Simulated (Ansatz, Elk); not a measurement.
# How far do independent atoms describe LiPPdO4?

The structure of LiPPdO4 used here is made up (a known structure type with other elements) and was relaxed beforehand with r2SCAN. The aim is the Fourier transform of its all-electron density, F(hkl), set beside the sum over free spherical atoms that refinements use.

Main program and level: Elk 11.2.3 (patched build); DFT, PBE, all-electron APW+lo, Dirac cores, scalar-relativistic bands, static density, no spin.

The structure was built from a prototype and need not be the compound's stable phase.

**1. Set-up**

It takes space group I-4 (No. 82, tetragonal). The conventional cell has a = 5.374 Å, b = 5.374 Å, c = 5.473 Å, α = 90.00°, β = 90.00°, γ = 90.00°. Nearest to Pd lie 4 O at 2.07 Å. Nearest to P lie 4 O at 1.55 Å. Nearest to O lie 1 P at 1.55 Å and 1 Li at 2.04 Å and 1 Pd at 2.07 Å. Li has 4 O at 2.04 Å nearest. Farther neighbours and most contacts between anions are not listed.

**2. Ground state and structure factors**

An all-electron density is needed, since X-rays see the cores too. Task 0 finds the density and task 195 Fourier-transforms it; tshift is off so that phases refer to the origin typed.

elk.in reads:

```
tasks
  0
  195

xctype
  20

spinpol
  .false.

rgkmax
  7.0

gmaxvr
  14.0

lmaxo
  7

lmaxapw
  8

swidth
  0.002

tshift
  .false.

ramdisk
  .false.

hmaxvr
  5.5

maxscl
  120

epspot
  1e-06

sppath
  './'

avec
  -5.07791404202 5.07791404202 5.17126225849
  5.07791404202 -5.07791404202 5.17126225849
  5.07791404202 5.07791404202 -5.17126225849

atoms
  4
  'Pd.in'
  1
  -0.0000000000 0.0000000000 0.0000000000   0.000000 0.000000 0.000000
  'P.in'
  1
  0.2500000000 0.7500000000 0.5000000000   0.000000 0.000000 0.000000
  'O.in'
  4
  0.9180849946 0.7506156746 0.4957644624   0.000000 0.000000 0.000000
  0.2493843254 0.7451487878 0.1674693200   0.000000 0.000000 0.000000
  0.2548512122 0.4223205322 0.5042355376   0.000000 0.000000 0.000000
  0.5776794678 0.0819150054 0.8325306800   0.000000 0.000000 0.000000
  'Li.in'
  1
  0.5000000000 0.5000000000 0.0000000000   0.000000 0.000000 0.000000

ngridk
  6 6 6
```

Started as:

```console
OMP_NUM_THREADS=4 elk
```

Numbers of over 12 decimals in the logs are rounded to 6 here.

The log of the run:

```text
┌─────────────────────────┐
│ Elk code version 11.2.3 │
└─────────────────────────┘

All units are atomic (Hartree, Bohr, etc.)

┌─────────────────────────────────────────────────┐
│ Ground-state run starting from atomic densities │
└─────────────────────────────────────────────────┘

Lattice vectors :
  -5.077914042       5.077914042       5.171262258
   5.077914042      -5.077914042       5.171262258
   5.077914042       5.077914042      -5.171262258

Reciprocal lattice vectors :
 -0.1785972595E-16  0.6186777932      0.6075098296
  0.6186777932     -0.1785972595E-16  0.6075098296
  0.6186777932      0.6186777932      0.1674693588E-16

Unit cell volume      :    533.3683543
Brillouin zone volume :   0.4650636122

Muffin-tin inner radius fraction :   0.1000000000E-01

Nuclei treated as point charges

Species : 1 (Pd)
 parameters loaded from : Pd.in
 name : palladium
 nuclear charge    :   -46.00000000
 electronic charge :    46.00000000
 atomic mass :    193991.7927
 muffin-tin radius :    2.583003745
 number of radial points in muffin-tin :    993
 inner part over the whole radius :   0.9964144236E-02
 number on inner part of muffin-tin    :    707
 approximate nuclear radius :   0.8586907259E-04
 number of mesh points to nuclear radius :    353
 atomic positions (lattice), magnetic fields (Cartesian) :
  1 :   0.00000000  0.00000000  0.00000000    0.00000000  0.00000000  0.00000000

Species : 2 (P)
 parameters loaded from : P.in
 name : phosphorus
 nuclear charge    :   -15.00000000
 electronic charge :    15.00000000
 atomic mass :    56461.71230
 muffin-tin radius :    1.582038701
 number of radial points in muffin-tin :    793
 inner part over the whole radius :   0.9852048622E-02
 number on inner part of muffin-tin    :    548
 approximate nuclear radius :   0.6081821256E-04
 number of mesh points to nuclear radius :    254
 atomic positions (lattice), magnetic fields (Cartesian) :
  1 :   0.25000000  0.75000000  0.50000000    0.00000000  0.00000000  0.00000000

Species : 3 (O)
 parameters loaded from : O.in
 name : oxygen
 nuclear charge    :   -8.000000000
 electronic charge :    8.000000000
 atomic mass :    29165.12205
 muffin-tin radius :    1.285933811
 number of radial points in muffin-tin :    593
 inner part over the whole radius :   0.9794086092E-02
 number on inner part of muffin-tin    :    403
 approximate nuclear radius :   0.5115538663E-04
 number of mesh points to nuclear radius :    177
 atomic positions (lattice), magnetic fields (Cartesian) :
  1 :   0.91808499  0.75061567  0.49576446    0.00000000  0.00000000  0.00000000
  2 :   0.24938433  0.74514879  0.16746932    0.00000000  0.00000000  0.00000000
  3 :   0.25485121  0.42232053  0.50423554    0.00000000  0.00000000  0.00000000
  4 :   0.57767947  0.08191501  0.83253068    0.00000000  0.00000000  0.00000000

Species : 4 (Li)
 parameters loaded from : Li.in
 name : lithium
 nuclear charge    :   -3.000000000
 electronic charge :    3.000000000
 atomic mass :    12652.66898
 muffin-tin radius :    1.800000000
 number of radial points in muffin-tin :    593
 inner part over the whole radius :   0.9806707936E-02
 number on inner part of muffin-tin    :    401
 approximate nuclear radius :   0.4000070961E-04
 number of mesh points to nuclear radius :    148
 atomic positions (lattice), magnetic fields (Cartesian) :
  1 :   0.50000000  0.50000000  0.00000000    0.00000000  0.00000000  0.00000000

Total number of atoms per unit cell :    7
Total muffin-tin volume :    148.8318099
 ratio of muffin-tin to unit cell volume :   0.2790413205

Spin treatment :
 spin-unpolarised

Number of Bravais lattice symmetries :   16
Number of crystal symmetries         :    4
Crystal has no inversion symmetry
Complex Hermitian eigensolver will be used

k-point grid :      6     6     6
k-point offset :    0.000000000       0.000000000       0.000000000
k-point set is reduced with full crystal symmetry group
Total number of k-points :       58

[...]
(states/Hartree/unit cell)

Estimated indirect band gap :   0.2975197877E-01
 from k-point 1 to k-point 1
Estimated direct band gap   :   0.2975197877E-01
 at k-point 1

Charges :
 core                        :    46.00000000
 valence                     :    50.00000000
 interstitial                :    12.44927454
 muffin-tins (core leakage)
  species : 1 (Pd)
[...]
species : 2 (P)
[...]
species : 3 (O)
[...]
species : 4 (Li)
   atom 1                    :    2.173182275     (   0.000000000    )
 total in muffin-tins        :    83.55072546
 total calculated charge     :    95.98680696
 total charge                :    96.00000000
 error                       :   0.1319303743E-01

RMS change in Kohn-Sham potential (target) :    5.113058701     (  0.1000000000E-05)
Absolute change in total energy (target)   :    2.322819807     (  0.1000000000E-03)

[... loops 3 to 17 left out ...]

┌──────────────────┐
│ Loop number : 18 │
└──────────────────┘

Energies :
 Fermi                       :     0.177067
 sum of occupied eigenvalues :     -3365.9025287936
 electron kinetic            :      5922.0260963797
 core electron kinetic       :      5665.7267267061
 Coulomb                     :     -11416.137856553
 Coulomb potential           :     -9023.1573443798
 nuclear-nuclear             :     -602.28799184809
 electron-nuclear            :     -12615.638298163
 Hartree                     :      1801.7884334585
 Madelung                    :     -6904.5591843632
 xc potential                :     -264.77128079348
 exchange                    :     -199.41584171184
 correlation                 :     -4.251322
 electron entropic           :    -0.33008311051549E-05
 total energy                :     -5697.7789267058

Density of states at Fermi energy :   0.9116551625E-01
 (states/Hartree/unit cell)

Estimated indirect band gap :   0.2648287769E-01
 from k-point 11 to k-point 1
Estimated direct band gap   :   0.2715667496E-01
 at k-point 1

Charges :
 core                        :    46.00000000
 valence                     :    50.00000000
 interstitial                :    12.55578257
 muffin-tins (core leakage)
  species : 1 (Pd)
[...]
species : 2 (P)
[...]
species : 3 (O)
[...]
species : 4 (Li)
   atom 1                    :    2.162293918     (   0.000000000    )
 total in muffin-tins        :    83.44421743
 total calculated charge     :    95.98742451
 total charge                :    96.00000000
 error                       :   0.1257549221E-01

RMS change in Kohn-Sham potential (target) :   0.5089650175E-06 (  0.1000000000E-05)
Absolute change in total energy (target)   :   0.1531120688E-05 (  0.1000000000E-03)

Convergence targets achieved

┌──────────────────┐
│ Loop number : 19 │
└──────────────────┘

Energies :
 Fermi                       :     0.177067
 sum of occupied eigenvalues :     -3365.9025350464
 electron kinetic            :      5922.0260950426
 core electron kinetic       :      5665.7267258323
 Coulomb                     :     -11416.137859812
 Coulomb potential           :     -9023.1573419893
 nuclear-nuclear             :     -602.28799184809
 electron-nuclear            :     -12615.638307273
 Hartree                     :      1801.7884393085
 Madelung                    :     -6904.5591888177
 xc potential                :     -264.77128809965
 exchange                    :     -199.41584178792
 correlation                 :     -4.251322
 electron entropic           :    -0.33008283619020E-05
 total energy                :     -5697.7789313958

Density of states at Fermi energy :   0.9116543753E-01
 (states/Hartree/unit cell)

Estimated indirect band gap :   0.2648288052E-01
 from k-point 11 to k-point 1
Estimated direct band gap   :   0.2715667937E-01
 at k-point 1

Charges :
 core                        :    46.00000000
 valence                     :    50.00000000
 interstitial                :    12.55578246
 muffin-tins (core leakage)
  species : 1 (Pd)
[...]
species : 2 (P)
[...]
species : 3 (O)
[...]
atom 2                    :    6.112890962     (  0.4726803126E-05)
   atom 3                    :    6.112890962     (  0.4726803126E-05)
   atom 4                    :    6.112890962     (  0.4726803126E-05)
  species : 4 (Li)
   atom 1                    :    2.162293913     (   0.000000000    )
 total in muffin-tins        :    83.44421754
 total calculated charge     :    95.98742451
 total charge                :    96.00000000
 error                       :   0.1257549215E-01

┌──────────────────────────────┐
│ Self-consistent loop stopped │
└──────────────────────────────┘

Warning : core states of species 2 leak from the muffin-tin :   0.1158931535E-01

Wrote STATE.OUT
```

Run time: 2.7 min. Hardware: 4 threads of Intel Xeon Platinum 8375C at 2.90GHz (Ice Lake), shared host; peak memory 0.24 GiB.

SFACRHO.OUT:

```text

h k l indices transformed by vhmat matrix:
   1.000000000       0.000000000       0.000000000    
   0.000000000       1.000000000       0.000000000    
   0.000000000       0.000000000       1.000000000    

      h      k      l  multipl.   |H|            Re(F)            Im(F)           |F|

      0      0      0      1   0.0000000       96.000000      0.96806726E-16   96.000000    
      0     -1      0      4  0.86708154       38.673532       19.307985       43.225460    
      0      1      0      4  0.86708154       38.673532      -19.307985       43.225460    
      0      0     -1      4  0.87494253       24.061895      0.74811863E-14   24.061895    
     -1     -1      1      2   1.2150197       40.388041      0.55125864E-15   40.388041    
      1     -1     -1      4   1.2373556       38.200282     -0.12063481E-13   38.200282    
     -1     -1      0      4   1.4972632       44.318792       14.417860       46.605043    
      1      1      0      4   1.4972632       44.318792      -14.417860       46.605043    
      1     -2      0      4   1.5109200       20.275763      -6.7661793       21.374933    
     -2      1      0      4   1.5109200       48.045234       7.2266040       48.585681    
     -1      2      0      4   1.5109200       20.275763       6.7661793       21.374933    
      2     -1      0      4   1.5109200       48.045234      -7.2266040       48.585681    
     -2      0      2      4   1.7341631       21.544972     -0.38318664       21.548379    
     -2      0      0      4   1.7341631       21.544972      0.38318664       21.548379    
      0      0      2      4   1.7498851       48.962258      0.16773767E-13   48.962258    
     -1     -2      2      4   1.9246755       30.156475      0.80909106E-01   30.156583    
      2      1     -1      4   1.9246755       30.156475     -0.80909106E-01   30.156583    
     -2      1      2      4   1.9529281       30.456870     -0.11748047       30.457096
```

Elk indexes on the primitive cell of elk.in and gives |H| = 4π sin θ/λ in inverse bohr. Below, one row stands for each form hkl of the conventional cell (m members, Friedel mates merged), F is for one primitive cell and the density is static (no thermal factor). Free-atom factors are Waasmaier and Kirfel's, and R is Σm||F|−|F'||/Σm|F|. Elk warned that it couldn't find a linearisation energy, which lowers the accuracy of some states in this run and its variants.

```tsv
hkl	m	sin θ/λ (Å⁻¹)	abs F, DFT	neutral atoms	diff.	abs of complex diff.
101	8	0.130	43.225	43.727	-0.502	0.584
110	4	0.132	24.062	24.449	-0.387	0.387
002	2	0.183	40.388	40.404	-0.016	0.016
200	4	0.186	38.200	38.957	-0.756	0.756
112	8	0.225	46.605	46.840	-0.235	0.787
121	8	0.227	21.375	22.060	-0.685	0.689
211	8	0.227	48.586	48.088	+0.498	0.512
202	8	0.261	21.548	21.822	-0.274	0.274
220	4	0.263	48.962	48.758	+0.204	0.204
103	8	0.289	30.157	30.563	-0.407	0.441
301	8	0.294	30.457	30.332	+0.125	0.139
310	4	0.294	32.571	32.473	+0.098	0.098
130	4	0.294	34.004	33.625	+0.379	0.379
222	8	0.320	27.375	27.343	+0.032	0.366
213	8	0.344	29.397	29.590	-0.193	0.205
123	8	0.344	31.035	30.942	+0.093	0.113
132	8	0.346	42.463	42.254	+0.209	0.210
312	8	0.346	41.770	41.800	-0.030	0.117
231	8	0.348	30.192	29.860	+0.332	0.334
321	8	0.348	29.901	29.922	-0.021	0.124
004	2	0.365	29.766	30.090	-0.324	0.324
400	4	0.372	30.719	30.633	+0.086	0.086
```

**3. The highest occupied states alone**

An energy window below the Fermi level keeps the highest occupied states, to see at which angles they scatter; shallow core shells can lie inside it and anion s states outside. No new self-consistency is needed.

Edit elk.in of step 2 so:

```diff
@@ -1,3 +1,2 @@
 tasks
-  0
   195
@@ -40,2 +39,5 @@
 
+wsfac
+  -0.190430 0.477070
+
 sppath
```

Started as:

```console
OMP_NUM_THREADS=4 elk
```

The log of the run:

```text
┌─────────────────────────────────┐
│ Elk code version 11.2.3 started │
└─────────────────────────────────┘

Info(readinput): the functional depends on the density's gradient
 muffin-tin radial points multiplied by    2.00000
 (not where nrmtscf is given)

┌────────────────────┐
│ Current task : 195 │
└────────────────────┘
Info(checkmt): changed muffin-tin radius of species 1 (Pd) from   2.6000 to   2.5830
Info(checkmt): changed muffin-tin radius of species 2 (P) from   2.2000 to   1.5820
Info(checkmt): changed muffin-tin radius of species 3 (O) from   1.8000 to   1.2859

Warning(linengy): could not find 2 linearisation energies in s.c. loop 1

Info(sfacrho): density structure factors written to SFACRHO.OUT

 Energy window :  -0.1904300000      0.4770700000

┌──────────────────┐
│ Elk code stopped │
└──────────────────┘
```

Run time: 7.6 s. Hardware: 4 threads; peak memory 0.17 GiB.

States within 10 eV below the Fermi level hold 32.00 electrons; any levels below the window count with the cores. Their amplitudes can exceed the total, where window and core parts have opposite phase:

```tsv
hkl	sin θ/λ (Å⁻¹)	abs F, window	abs F, all
101	0.130	7.825	43.225
110	0.132	1.856	24.062
002	0.183	10.061	40.388
200	0.186	1.078	38.200
112	0.225	7.131	46.605
121	0.227	2.784	21.375
211	0.227	10.211	48.586
202	0.261	0.277	21.548
220	0.263	5.380	48.962
103	0.289	3.576	30.157
```

**4. Another functional**

The difference from free atoms is small, so it is set against the change that LDA (Perdew-Wang) makes.

Edit elk.in of step 3 so:

```diff
@@ -1,2 +1,3 @@
 tasks
+  0
   195
@@ -4,3 +5,3 @@
 xctype
-  20
+  3
 
@@ -39,5 +40,2 @@
 
-wsfac
-  -0.190430 0.477070
-
 sppath
```

Started as:

```console
OMP_NUM_THREADS=4 elk
```

The log of the run:

```text
┌─────────────────────────┐
│ Elk code version 11.2.3 │
└─────────────────────────┘

All units are atomic (Hartree, Bohr, etc.)

┌─────────────────────────────────────────────────┐
│ Ground-state run starting from atomic densities │
└─────────────────────────────────────────────────┘

Lattice vectors :
  -5.077914042       5.077914042       5.171262258
   5.077914042      -5.077914042       5.171262258
   5.077914042       5.077914042      -5.171262258

Reciprocal lattice vectors :
 -0.1785972595E-16  0.6186777932      0.6075098296
[...]
species : 3 (O)
[...]
atom 3                    :    6.086944619     (  0.1190545015E-05)
   atom 4                    :    6.086944619     (  0.1190545015E-05)
  species : 4 (Li)
   atom 1                    :    2.169538498     (   0.000000000    )
 total in muffin-tins        :    83.36990401
 total calculated charge     :    95.98719077
 total charge                :    96.00000000
 error                       :   0.1280923417E-01

┌──────────────────────────────┐
│ Self-consistent loop stopped │
└──────────────────────────────┘

Warning : core states of species 2 leak from the muffin-tin :   0.1186756513E-01

Wrote STATE.OUT
[key lines of the parts left out:]
total energy                :     -5690.0890720433
```

Run time: 2.3 min. Hardware: 4 threads; peak memory 0.23 GiB; 8.8 min of CPU time.

Against the first run R = 0.07 %; the largest change is -0.087 at 211.

**5. Basis size**

A smaller basis shows how fast F responds to it; the change is likely larger than the basis error of the first run, but doesn't show convergence.

Edit elk.in of step 4 so:

```diff
@@ -5,3 +5,3 @@
 xctype
-  3
+  20
 
@@ -11,3 +11,3 @@
 rgkmax
-  7.0
+  5.5
```

Started as:

```console
OMP_NUM_THREADS=4 elk
```

The log of the run:

```text
┌─────────────────────────┐
│ Elk code version 11.2.3 │
└─────────────────────────┘

All units are atomic (Hartree, Bohr, etc.)

┌─────────────────────────────────────────────────┐
│ Ground-state run starting from atomic densities │
└─────────────────────────────────────────────────┘

Lattice vectors :
  -5.077914042       5.077914042       5.171262258
   5.077914042      -5.077914042       5.171262258
   5.077914042       5.077914042      -5.171262258

Reciprocal lattice vectors :
 -0.1785972595E-16  0.6186777932      0.6075098296
[...]
species : 3 (O)
[...]
atom 3                    :    6.040942530     (  0.4696637273E-05)
   atom 4                    :    6.040942530     (  0.4696637273E-05)
  species : 4 (Li)
   atom 1                    :    2.161867327     (   0.000000000    )
 total in muffin-tins        :    83.15792437
 total calculated charge     :    95.98722741
 total charge                :    96.00000000
 error                       :   0.1277258762E-01

┌──────────────────────────────┐
│ Self-consistent loop stopped │
└──────────────────────────────┘

Warning : core states of species 2 leak from the muffin-tin :   0.1159219365E-01

Wrote STATE.OUT
[key lines of the parts left out:]
total energy                :     -5697.4901553531
```

Run time: 57 s. Hardware: 4 threads; peak memory 0.19 GiB.

Against the first run R = 0.11 %; the largest change is +0.148 at 330.

**6. Settings against the effect**

```tsv
run	R against the first run (%)	R against neutral atoms, low angle (%)	wall time
PBE, rgkmax 7	0.00	1.07	2.7 min
LDA (Perdew-Wang)	0.07	1.02	2.3 min
rgkmax 5.5	0.11	1.00	57 s
```

**7. What came out**

- R against neutral atoms, sin θ/λ < 0.3 Å⁻¹: 1.07 %
- R against neutral atoms, 0.3 to 0.74 Å⁻¹: 0.55 %

**Reading.** Independent neutral atoms miss the calculated amplitudes by R = 1.07 % below 0.3 Å⁻¹ and 0.55 % from there to 0.74 Å⁻¹; by shells, 1.26 % below 0.15 Å⁻¹ (2 forms), 1.03 % 0.15 to 0.3 (11 forms), 0.49 % 0.3 to 0.45 (21 forms), 0.56 % above 0.45 (115 forms). Bonding, aspherical density and the tables' own atoms all enter these figures, and the runs don't part them. The largest change of an amplitude is -0.76 electrons, at 200. R counts amplitudes alone; phases shift too. The window's part falls from 32.0 electrons at the origin to at most 1.78 between 0.45 and 0.74 Å⁻¹, where compact states inside the window still scatter. Below 0.3 Å⁻¹ the changes that finished (LDA (Perdew-Wang) and rgkmax 5.5) move F by R = 0.10 % at most, against the 1.07 % that separates it from free atoms. The k-mesh has no finished test. These runs have no spin, though d or f shells may be open. Part of the difference isn't bonding: the tables are fits to free atoms and ions calculated by other methods than this functional. Thermal motion, anomalous dispersion and extinction are left out.

[Logs are printed without paths, hosts, clocks, repeated set-up lines and the standing remarks that a program may print on its own settings, such as how far it seeks lower states.]

[Hosts, paths, dates, database ids (printed as entryN), source tags and the programs' standing remarks are cut or masked in the printed files.]
